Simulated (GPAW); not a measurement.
# The La L₃ excitation threshold of La2O3 (P-3m1) under uniform strain

For each volume the threshold was computed as E(hole) − E(ground) plus the lowest empty eigenvalue of the hole cell (GPAW, PBE, 15-atom cell, total energies on 3×3×3 k points, the eigenvalue on 3×3×3, hole spin-paired, without spin-orbit coupling). The values are raw (the 2p hole is the L₂/L₃ mean, without spin–orbit splitting); only their change is used. The threshold is the spectrum's zero, where absorption may be weak, not the visible edge.

| volume | ln(V/V₀) | threshold (eV) |
| --- | --- | --- |
| V × 0.91 | -0.09431 | 5598.066 |
| V × 0.94 | -0.06188 | 5598.231 |
| V × 0.97 | -0.03046 | 5598.379 |
| V × 1 | +0.00000 | ? |

Question: Fit a straight line in ln(V/V₀), give its slope, and predict the threshold at V × 1.

The means of the given rows are x̄ = -0.06222 and Ē = 5598.225 eV. Σ(x − x̄)(E − Ē) = 0.009995 and Σ(x − x̄)² = 0.002039, so the slope is +4.90 eV, and the line passes the given rows within 0.004 eV. At x = +0.00000 it gives 5598.225 + (+4.90) × (+0.06222) = 5598.530 eV. The run gives 5598.516 eV, a miss of +0.014 eV over a total move of +0.450 eV. The slope is the clamped-ion volume deformation potential of the lowest empty level of the hole cell on this mesh (the hole may pull it below the band edge) against the La 2p level, with the hole's relaxation included: the threshold rises by 0.049 eV for 1 % of expansion. The charged cell's image error also scales with the cell's size and isn't taken out.

[Hosts, paths, dates, database ids (printed as entryN), source tags and the programs' standing remarks are cut or masked in the printed files.]

[Lists of maxima count a maximum above −3 eV only where it reaches 4 % of the highest in the window and stands out from its surroundings by 2 % of it (1.5 % where it reaches 55 %); shoulders and weaker maxima are passed over, and of the rest the first, up to two pre-edge ones and the few strongest are named.]
